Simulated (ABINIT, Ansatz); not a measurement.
# A GW run on PNO (P3_2) in ABINIT, with inputs changed

A base run on PNO (P3_2), then changed inputs.

Method: LDA and many-body steps on it, plane waves, in ABINIT 10.8.3.

This is a report of a sequence of runs, with most program output left out.

**1. Set-up**

The structure is trigonal, space group P3_2 (No. 145). The conventional cell has a = 4.784 Å, b = 4.784 Å, c = 5.281 Å, α = 90.00°, β = 90.00°, γ = 120.00°. Nearest to P lie 2 N at 1.57 Å and 2 O at 1.60 to 1.62 Å. N has 2 P at 1.57 Å nearest. O has 2 P at 1.60 to 1.62 Å nearest. Farther neighbours and most contacts between anions are not listed.

The cell and positions are those that the Materials Project relaxed with its own functionals (PBE, PBE+U or r2SCAN), kept fixed.

**2. Screening, 3×3×2 mesh, 93 bands, screening to 114.3 eV**

This step: ABINIT 10.8.3; RPA screening on LDA, plane waves, norm-conserving pseudopotentials.

The RPA dielectric matrix is built and inverted for each q.

Input file run.abi:

```
acell 3*1.0 Angstrom
rprim 
  4.783611555019 -0.000000000004 0.000000000000
  -2.391805777506 4.142729128486 0.000000000000
  0.000000000000 0.000000000000 5.281207000000
ntypat 3
znucl 15 7 8
natom 9
typat 1 1 1 2 2 2 3 3 3
xred 
  0.985906000000 0.461916000000 0.328176000000
  0.538084000000 0.523990000000 0.994842666667
  0.476010000000 0.014094000000 0.661509333333
  0.388331000000 0.260582000000 0.782152000000
  0.872251000000 0.611669000000 0.115485333333
  0.739418000000 0.127749000000 0.448818666667
  0.146478000000 0.720287000000 0.556338000000
  0.279713000000 0.426191000000 0.223004666667
  0.573809000000 0.853522000000 0.889671333333
pp_dirpath "pseudos"
pseudos "P.upf, N.upf, O.upf"
ecut 36
ngkpt 3 3 2
nshiftk 1
shiftk 0 0 0
kptopt 1
chksymbreak 0
istwfk *1
occopt 1
irdwfk 1
optdriver 3
nband 93
ecuteps 4.2
inclvkb 2
awtr 1
symchi 1
indata_prefix "in"
outdata_prefix "out"
tmpdata_prefix "tmp"
```

On the command line:

```console
$ OMP_NUM_THREADS=1 mpirun -n 4 abinit run.abi > log
```

Wall time 51 s (4 MPI ranks of Intel Xeon Platinum 8559C (Emerald Rapids), shared host); peak memory 1.6 GiB.

Numbers from this step:

| Quantity | Value |
| --- | --- |
| ε∞ with local fields, on this mesh, along the program's q direction | 3.308 |
| the same without local fields | 3.653 |
| plasma frequency | 25.15 eV |
| plane waves in the screening matrix | 303 |

Local fields lower ε∞ by 9 %. On a Γ-centred mesh this coarse the value itself is usually too large, while a short band sum pulls it down.

**3. Base**

The self-energy is evaluated for the states that the input lists, and the levels follow from it, in one-shot runs by the linearised quasiparticle equation.

This step: G0W0 on LDA, plane waves, norm-conserving pseudopotentials.

Changes to run.abi since step 2:

```diff
@@ -30,8 +30,19 @@
 irdwfk 1
-optdriver 3
+optdriver 4
 nband 93
+gwcalctyp 0
+ecutsigx 36
+symsigma 1
+nkptgw 3
+kptgw 
+  0.3333333333 0.3333333333 0.0000000000
+  0.0000000000 0.0000000000 0.0000000000
+  0.3333333333 0.0000000000 0.0000000000
+bdgw 
+  23 26
+  23 27
+  23 26
 ecuteps 4.2
-inclvkb 2
-awtr 1
-symchi 1
+irdscr 1
+ppmodel 1
 indata_prefix "in"
```

The job ended after 17 s (4 MPI ranks; peak memory 1.1 GiB).

This step gave:

| Item | Value |
| --- | --- |
| G0W0 gap on the points computed | 7.461 eV |
| starting gap on the mesh | 5.226 eV |
| k of the valence top | 0.3333, 0.3333, 0 |
| k of the conduction bottom | 0, 0, 0 |
| Z at the valence top | 0.808 |
| Z at the conduction bottom | 0.828 |
| least direct G0W0 gap on the computed points | 7.737 eV |

The gap on the mesh goes from 5.23 eV to 7.46 eV, a correction of +2.24 eV.

**4. No symmetry in the self-energy**

Changes to run.abi since step 3:

```diff
@@ -34,3 +34,3 @@
 ecutsigx 36
-symsigma 1
+symsigma 0
 nkptgw 3
```

Run time: 27 s. Hardware: 4 MPI ranks; peak memory 1.1 GiB.

Numbers from this step:

```
G0W0 gap on the points computed              : 7.461 eV
starting gap on the mesh                     : 5.226 eV
k of the valence top                         : 0.3333, 0.3333, 0
k of the conduction bottom                   : 0, 0, 0
Z at the valence top                         : 0.808
Z at the conduction bottom                   : 0.828
least direct G0W0 gap on the computed points : 7.737 eV
```

Against G0W0 in ABINIT (3×3×2 mesh, 93 bands, screening to 114.3 eV, Godby-Needs plasmon pole), the gap moves by +0.000 eV.

**5. More bands than the file holds**

Changes to run.abi since step 4:

```diff
@@ -31,6 +31,6 @@
 optdriver 4
-nband 93
+nband 582
 gwcalctyp 0
 ecutsigx 36
-symsigma 0
+symsigma 1
 nkptgw 3
```

The job ended after 1.9 s (4 MPI ranks; peak memory 0.06 GiB).

The run stopped with an error after 1.9 s.

The program's words: Number of bands stored WFK file is less than required. WFK mband: 212, self-energy nband: 582

The fault put into this input: more bands than the file holds.

**6. The runs together**

Times are wall times on 4 MPI ranks of Intel Xeon Platinum 8559C (Emerald Rapids), shared host, good to a factor of about two. A run's time includes the screening step that it read.

```
                           run   mesh  bands  screening cutoff (eV)  DFT gap (eV)  gap on the mesh (eV)  direct (eV)  ε∞ used  time
                          base  3×3×2     93                  114.3         5.226                 7.461        7.737     3.31  68 s
no symmetry in the self-energy  3×3×2     93                  114.3         5.226                 7.461        7.737     3.31  77 s
```

**7. Results**

| Item | Value |
| --- | --- |
| base | 7.461 eV |
| no symmetry in the self-energy | 7.461 eV |
| known limits | not at the basis limit; coarse k mesh |

In words: No symmetry in the self-energy: no change against base (keys changed: symsigma). Bands and cutoff are finite, so the gap is not at the basis limit. The miss can reach some tenths of an eV and take either sign; the mesh is an error of its own. In the G0W0 runs levels were corrected at 3 k points alone, so a gap called «on the mesh» is the least over those, and an edge elsewhere would be missed. A denser mesh or path gives a starting gap of 5.14 eV: the GW mesh misses a band edge, so its gaps are not the fundamental one. The 3×3×2 mesh is coarse for this cell, which bears on the long-range parts of exchange and screening.

[Paths, hosts, dates, memory and timing lines, banners, echoed tables and standing remarks are left out of the program output.]

[Logs are printed without paths, hosts, clocks, repeated set-up lines and the standing remarks that a program may print on its own settings, such as how far it seeks lower states.]

[Runs of the session that timed out or met a known fault of the program may be left out.]

[Hosts, paths, dates, database ids (printed as entryN), source tags and the programs' standing remarks are cut or masked in the printed files.]

[G0W0 gaps are taken among the corrected bands and points alone; a level outside them can change the order at an edge.]

[Where Ansatz stands beside ABINIT at settings called matched, ABINIT's density can come from a denser mesh and the files from another edition; pairs whose starting gaps differed by over 0.03 eV were left out, so agreement reads better than it is.]
